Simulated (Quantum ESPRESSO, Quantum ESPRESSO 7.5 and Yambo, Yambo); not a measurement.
# MoS2 (P6_3/mmc): G0W0 with Yambo, start to end

Wanted: ground state, empty states, screening and self-energy for MoS2 (P6_3/mmc).

Calculated with Quantum ESPRESSO 7.5 and Yambo 5.3.0; PBE and many-body steps on it, plane waves.

This is a report of a sequence of runs, with most program output left out.

The database entry behind the starting cell differs from later determinations by our own check (about 0.3 % long), so it need not match the best structure at ambient conditions.

### 1. Set-up

It takes space group P6_3/mmc (No. 194, hexagonal). Conventional cell: a = 3.169 Å, b = 3.169 Å, c = 12.324 Å, α = 90.00°, β = 90.00°, γ = 120.00°. Nearest to Mo lie 6 S at 2.41 Å. S has 3 Mo at 2.41 Å nearest. Farther neighbours and most contacts between anions are not listed.

The cell and positions come from the Crystallography Open Database and are kept as given unless a step says otherwise.

### 2. Ground state

This step: Quantum ESPRESSO 7.5; DFT, PBE, plane waves, norm-conserving pseudopotentials.

The ground-state density comes first.

Input file pw.in:

```
&control
  calculation = 'scf'
  prefix = 'x'
  outdir = 'o'
  pseudo_dir = 'pseudo'
/
&system
  ibrav = 0
  nat = 6
  ntyp = 2
  ecutwfc = 72.0
  nbnd = 33
  force_symmorphic = .true.
/
&electrons
  conv_thr = 1e-10
  electron_maxstep = 80
  mixing_beta = 0.5
/
ATOMIC_SPECIES
  Mo 95.95 Mo.upf
  S 32.06 S.upf
CELL_PARAMETERS angstrom
  3.1690000000 -0.0000000000 0.0000000000
  -1.5845000000 2.7444345046 0.0000000000
  0.0000000000 0.0000000000 12.3240000000
ATOMIC_POSITIONS crystal
  Mo 0.3333333333 0.6666666667 0.2500000000
  Mo 0.6666666667 0.3333333333 0.7500000000
  S 0.3333333333 0.6666666667 0.6230000000
  S 0.6666666667 0.3333333333 0.1230000000
  S 0.3333333333 0.6666666667 0.8770000000
  S 0.6666666667 0.3333333333 0.3770000000
K_POINTS automatic
  6 6 2 0 0 0
```

On the command line:

```bash
$ OMP_NUM_THREADS=1 mpirun -n 8 pw.x -nk 8 -in pw.in > pw.out
```

Wall time 12 s (8 MPI ranks of Arm Neoverse V2, shared host); peak memory 0.8 GiB.

Numbers from this step:

```
total energy               : -5031.2857 eV
gap                        : 0.8888 eV
k of the valence top       : 0, 0, 0
k of the conduction bottom : 0.1667, 0.1667, 0
least direct gap           : 1.654 eV
```

The gap is indirect, with the least direct gap 0.77 eV higher.

### 3. Bands along the symmetry lines

Levels along a band path, at the cheap level, show where the edges lie and whether the meshes to come will hold them.

Input file pw.in:

```
&control
  calculation = 'bands'
  prefix = 'x'
  outdir = 'o'
  pseudo_dir = 'pseudo'
/
&system
  ibrav = 0
  nat = 6
  ntyp = 2
  ecutwfc = 72.0
  nbnd = 32
  force_symmorphic = .true.
/
&electrons
  conv_thr = 1e-9
  electron_maxstep = 80
  diago_full_acc = .true.
  diago_thr_init = 5e-6
/
ATOMIC_SPECIES
  Mo 95.95 Mo.upf
  S 32.06 S.upf
CELL_PARAMETERS angstrom
  3.1690000000 -0.0000000000 0.0000000000
  -1.5845000000 2.7444345046 0.0000000000
  0.0000000000 0.0000000000 12.3240000000
ATOMIC_POSITIONS crystal
  Mo 0.3333333333 0.6666666667 0.2500000000
  Mo 0.6666666667 0.3333333333 0.7500000000
  S 0.3333333333 0.6666666667 0.6230000000
  S 0.6666666667 0.3333333333 0.1230000000
  S 0.3333333333 0.6666666667 0.8770000000
  S 0.6666666667 0.3333333333 0.3770000000
K_POINTS crystal
  75
  0.00000000 0.00000000 0.00000000 1
  0.06250000 0.00000000 0.00000000 1
  0.12500000 0.00000000 0.00000000 1
  0.18750000 0.00000000 0.00000000 1
  0.25000000 0.00000000 0.00000000 1
  0.31250000 0.00000000 0.00000000 1
  0.37500000 0.00000000 0.00000000 1
  0.43750000 0.00000000 0.00000000 1
  0.50000000 0.00000000 0.00000000 1
  0.47916667 0.04166667 0.00000000 1
  0.45833333 0.08333333 0.00000000 1
  0.43750000 0.12500000 0.00000000 1
  0.41666666 0.16666666 0.00000000 1
  0.39583333 0.20833333 0.00000000 1
  0.37500000 0.25000000 0.00000000 1
  0.35416666 0.29166666 0.00000000 1
  0.33333333 0.33333333 0.00000000 1
  0.29166666 0.29166666 0.00000000 1
  0.25000000 0.25000000 0.00000000 1
  0.20833333 0.20833333 0.00000000 1
  0.16666666 0.16666666 0.00000000 1
  0.12500000 0.12500000 0.00000000 1
  0.08333333 0.08333333 0.00000000 1
  0.04166667 0.04166667 0.00000000 1
  0.00000000 0.00000000 0.00000000 1
  0.00000000 0.00000000 0.06250000 1
  0.00000000 0.00000000 0.12500000 1
  0.00000000 0.00000000 0.18750000 1
  0.00000000 0.00000000 0.25000000 1
  0.00000000 0.00000000 0.31250000 1
  0.00000000 0.00000000 0.37500000 1
  0.00000000 0.00000000 0.43750000 1
  0.00000000 0.00000000 0.50000000 1
  0.06250000 0.00000000 0.50000000 1
  0.12500000 0.00000000 0.50000000 1
  0.18750000 0.00000000 0.50000000 1
  0.25000000 0.00000000 0.50000000 1
  0.31250000 0.00000000 0.50000000 1
  0.37500000 0.00000000 0.50000000 1
  0.43750000 0.00000000 0.50000000 1
  0.50000000 0.00000000 0.50000000 1
  0.47916667 0.04166667 0.50000000 1
  0.45833333 0.08333333 0.50000000 1
  0.43750000 0.12500000 0.50000000 1
  0.41666666 0.16666666 0.50000000 1
  0.39583333 0.20833333 0.50000000 1
  0.37500000 0.25000000 0.50000000 1
  0.35416666 0.29166666 0.50000000 1
  0.33333333 0.33333333 0.50000000 1
  0.29166666 0.29166666 0.50000000 1
  0.25000000 0.25000000 0.50000000 1
  0.20833333 0.20833333 0.50000000 1
  0.16666666 0.16666666 0.50000000 1
  0.12500000 0.12500000 0.50000000 1
  0.08333333 0.08333333 0.50000000 1
  0.04166667 0.04166667 0.50000000 1
  0.00000000 0.00000000 0.50000000 1
  0.50000000 0.00000000 0.50000000 1
  0.50000000 0.00000000 0.43750000 1
  0.50000000 0.00000000 0.37500000 1
  0.50000000 0.00000000 0.31250000 1
  0.50000000 0.00000000 0.25000000 1
  0.50000000 0.00000000 0.18750000 1
  0.50000000 0.00000000 0.12500000 1
  0.50000000 0.00000000 0.06250000 1
  0.50000000 0.00000000 0.00000000 1
  0.33333333 0.33333333 0.50000000 1
  0.33333333 0.33333333 0.43750000 1
  0.33333333 0.33333333 0.37500000 1
  0.33333333 0.33333333 0.31250000 1
  0.33333333 0.33333333 0.25000000 1
  0.33333333 0.33333333 0.18750000 1
  0.33333333 0.33333333 0.12500000 1
  0.33333333 0.33333333 0.06250000 1
  0.33333333 0.33333333 0.00000000 1
```

It took 16 s on 8 MPI ranks; peak memory 0.71 GiB; 2.1 min of CPU time.

Numbers from this step:

```yaml
gap: 0.8888 eV
k_of_the_valence_top: 0, 0, 0
k_of_the_conduction_bottom: 0.1667, 0.1667, 0
least_direct_gap: 1.654 eV
```

The gap is 0.889 eV, as in the run before at this level.

The electronic bands at the labelled points (eV, zero at the top of the highest filled band):

| point | band 23 | band 24 | band 25 | band 26 | band 27 | band 28 | band 29 | band 30 |
| --- | --- | --- | --- | --- | --- | --- | --- | --- |
| Γ | -2.13 | -1.18 | -1.14 | 0.00 | 2.10 | 2.10 | 2.13 | 2.13 |
| halfway | -2.30 | -1.61 | -1.49 | -1.36 | 1.21 | 1.60 | 1.81 | 2.04 |
| M | -1.73 | -1.53 | -1.40 | -1.27 | 1.60 | 1.65 | 2.00 | 2.26 |
| halfway | -2.78 | -2.34 | -1.08 | -0.90 | 1.45 | 1.56 | 2.30 | 2.41 |
| K | -2.70 | -2.70 | -0.76 | -0.60 | 1.05 | 1.05 | 1.84 | 2.84 |
| halfway | -1.80 | -1.59 | -1.48 | -1.45 | 0.89 | 1.63 | 1.72 | 1.81 |
| Γ | -2.13 | -1.18 | -1.14 | 0.00 | 2.10 | 2.10 | 2.13 | 2.13 |
| halfway | -2.14 | -1.83 | -0.63 | -0.06 | 2.10 | 2.10 | 2.12 | 2.12 |
| A | -2.15 | -2.15 | -0.27 | -0.27 | 2.10 | 2.10 | 2.10 | 2.11 |
| halfway | -2.05 | -2.05 | -1.37 | -1.37 | 1.55 | 1.55 | 1.69 | 1.69 |
| L | -1.63 | -1.63 | -1.33 | -1.33 | 1.62 | 1.62 | 2.14 | 2.14 |
| halfway | -2.60 | -2.60 | -0.99 | -0.99 | 1.51 | 1.51 | 2.34 | 2.34 |
| H | -2.87 | -2.87 | -0.69 | -0.69 | 1.05 | 1.05 | 2.30 | 2.30 |
| halfway | -1.75 | -1.75 | -1.46 | -1.46 | 1.22 | 1.22 | 1.82 | 1.82 |
| A | -2.15 | -2.15 | -0.27 | -0.27 | 2.10 | 2.10 | 2.11 | 2.11 |
| jump to L | -1.63 | -1.63 | -1.33 | -1.33 | 1.62 | 1.62 | 2.14 | 2.14 |
| halfway | -1.70 | -1.56 | -1.38 | -1.29 | 1.61 | 1.64 | 2.04 | 2.23 |
| M | -1.73 | -1.53 | -1.40 | -1.27 | 1.60 | 1.65 | 2.00 | 2.26 |
| jump to H | -2.87 | -2.87 | -0.69 | -0.69 | 1.05 | 1.05 | 2.30 | 2.30 |
| halfway | -2.77 | -2.77 | -0.74 | -0.63 | 1.05 | 1.05 | 1.97 | 2.68 |
| K | -2.70 | -2.70 | -0.76 | -0.60 | 1.05 | 1.05 | 1.84 | 2.84 |

### 4. Empty states on the mesh, 3×3×1 mesh, 112 bands

The sums over transitions need many empty states on a uniform mesh; this step solves for them.

Input file pw.in:

```
&control
  calculation = 'nscf'
  prefix = 'x'
  outdir = 'o'
  pseudo_dir = 'pseudo'
/
&system
  ibrav = 0
  nat = 6
  ntyp = 2
  ecutwfc = 72.0
  nbnd = 112
  force_symmorphic = .true.
/
&electrons
  conv_thr = 1e-9
  electron_maxstep = 80
  diago_full_acc = .true.
  diago_thr_init = 5e-6
/
ATOMIC_SPECIES
  Mo 95.95 Mo.upf
  S 32.06 S.upf
CELL_PARAMETERS angstrom
  3.1690000000 -0.0000000000 0.0000000000
  -1.5845000000 2.7444345046 0.0000000000
  0.0000000000 0.0000000000 12.3240000000
ATOMIC_POSITIONS crystal
  Mo 0.3333333333 0.6666666667 0.2500000000
  Mo 0.6666666667 0.3333333333 0.7500000000
  S 0.3333333333 0.6666666667 0.6230000000
  S 0.6666666667 0.3333333333 0.1230000000
  S 0.3333333333 0.6666666667 0.8770000000
  S 0.6666666667 0.3333333333 0.3770000000
K_POINTS automatic
  3 3 1 0 0 0
```

On the command line:

```bash
$ OMP_NUM_THREADS=1 mpirun -n 8 pw.x -nk 4 -in pw.in > pw.out
```

The job ended after 5.5 s (8 MPI ranks; peak memory 0.63 GiB).

This step gave:

| Item | Value |
| --- | --- |
| gap | 1.052 eV |
| k of the valence top | 0, 0, 0 |
| k of the conduction bottom | 0.3333, 0.3333, 0 |
| least direct gap | 1.654 eV |
| k points computed | 3 |
| lowest point of the top converged band, above the valence top | 38.63 eV |

On this mesh the gap is 1.052 eV. The earlier step found 0.889 eV, so this mesh misses an edge.

### 5. Conversion and set-up

This step: Yambo 5.3.0; conversion and set-up on PBE, plane waves, norm-conserving pseudopotentials.

The states are converted to the many-body program's format and the q mesh is built.

On the command line:

```bash
$ (cd o/x.save; p2y > p2y.log; mv SAVE ../..); yambo > setup.log
```

The job ended after 2.1 s (1 MPI rank; peak memory 0.24 GiB).

### 6. Screening and self-energy, 3×3×1 mesh, 112 bands, screening to 95.2 eV

Now the one-shot GW correction: screening in the RPA, then the self-energy of the levels asked for.

This step: G0W0 on PBE, plane waves, norm-conserving pseudopotentials.

Input file gw1.in:

```
HF_and_locXC
gw0
dyson
ppa
em1d
rim_cut
RandQpts= 1000000
RandGvec= 1 RL
EXXRLvcs= 72 Ry
VXCRLvcs= 288 Ry
Chimod= "HARTREE"
% BndsRnXp
 1 | 112 |
%
NGsBlkXp= 7 Ry
% LongDrXp
 1 | 1 | 1 |
%
% GbndRnge
 1 | 112 |
%
DysSolver= "n"
ExtendOut
PPAPntXp= 27.21138 eV
% QPkrange
 1 | 1 | 25 | 28 |
 3 | 3 | 25 | 28 |
%
```

On the command line:

```bash
$ OMP_NUM_THREADS=2 mpirun -n 4 yambo -F gw1.in -J gw1 -C gw1 > gw1.log
```

Run time: 11 s. Hardware: 4 MPI ranks; peak memory 1.7 GiB; 63 s of CPU time.

This step gave:

```
G0W0 gap on the points computed              : 1.740 eV
starting gap on the mesh                     : 1.052 eV
k of the valence top                         : 0, 0, 0
k of the conduction bottom                   : 0.3333, 0.3333, 0
least direct G0W0 gap on the computed points : 2.303 eV
Z at the valence top                         : 0.7822
Z at the conduction bottom                   : 0.7806
```

The gap on the mesh goes from 1.05 eV to 1.74 eV, a correction of +0.69 eV. The start differs from the 0.89 eV found before because the two sample other k points.

Limits: finite bands, cutoff and mesh; no spin-orbit coupling; coarse k mesh. v1 is the top filled band, c1 the lowest empty one. Levels before and after the correction, in eV, zero at the valence-band top of each column:

|  | conduction bottom | valence top |
| --- | --- | --- |
| Kohn-Sham | 1.05 | 0.00 |
| G0W0 | 1.74 | 0.00 |

|  | level | energy (eV) |
| --- | --- | --- |
| Kohn-Sham | Γ v2 | -1.144 |
| Kohn-Sham | Γ v1 | 0.000 |
| Kohn-Sham | Γ c1 | 2.100 |
| Kohn-Sham | Γ c2 | 2.100 |
| Kohn-Sham | (0.333 0.333 0) v2 | -0.764 |
| Kohn-Sham | (0.333 0.333 0) v1 | -0.602 |
| Kohn-Sham | (0.333 0.333 0) c1-c2 | 1.052 |
| G0W0 | Γ v2 | -1.249 |
| G0W0 | Γ v1 | 0.000 |
| G0W0 | Γ c1 | 2.600 |
| G0W0 | Γ c2 | 2.595 |
| G0W0 | (0.333 0.333 0) v2 | -0.763 |
| G0W0 | (0.333 0.333 0) v1 | -0.564 |
| G0W0 | (0.333 0.333 0) c1-c2 | 1.740 |

### 7. Where the time went

Times are wall times on the hardware named with each run, good to a factor of about two.

```
                          step   time  share  memory (GiB)
                  ground state   12 s   26 %           0.8
bands along the symmetry lines   16 s   34 %          0.71
      empty states on the mesh  5.5 s   12 %          0.63
         conversion and set-up  2.1 s    4 %          0.24
     screening and self-energy   11 s   23 %           1.7
```

### 8. What came out

```
PBE gap                              : 0.89 eV, indirect
G0W0 gap on the mesh                 : 1.74 eV
G0W0 gap over the zone (rigid shift) : 1.58 eV
GW settings                          : 3×3×1 mesh, 112 bands, screening to 95.2 eV, Godby-Needs plasmon pole
known limits                         : not at the basis limit; no spin-orbit coupling; coarse k mesh
```

What this shows: G0W0 moves the gap on the mesh from 1.05 eV to 1.74 eV (+0.69 eV), with Z of 0.78 and 0.78 at the edges. The mesh misses the band edges by 0.16 eV in all; a rigid shift gives 1.58 eV for the zone. Only 2 of the mesh's irreducible points were corrected, so a valley elsewhere could overtake. Bands and cutoff are finite, so the gap is not at the basis limit. The miss can reach some tenths of an eV and take either sign; the mesh is an error of its own. In the G0W0 run levels were corrected at 2 k points alone, so a gap called «on the mesh» is the least over those, and an edge elsewhere would be missed. A denser mesh or path gives a starting gap of 0.89 eV: the GW mesh misses a band edge, so its gaps are not the fundamental one. The 3×3×1 mesh is coarse for this cell, which bears on the long-range parts of exchange and screening. The many-body steps are scalar-relativistic: spin-orbit coupling is not in them.

[Paths, hosts, dates, memory and timing lines, banners, echoed tables and standing remarks are left out of the program output.]

[Logs are printed without paths, hosts, clocks, repeated set-up lines and the standing remarks that a program may print on its own settings, such as how far it seeks lower states.]

[Runs of the session that timed out or met a known fault of the program may be left out.]

[Hosts, paths, dates, database ids (printed as entryN), source tags and the programs' standing remarks are cut or masked in the printed files.]
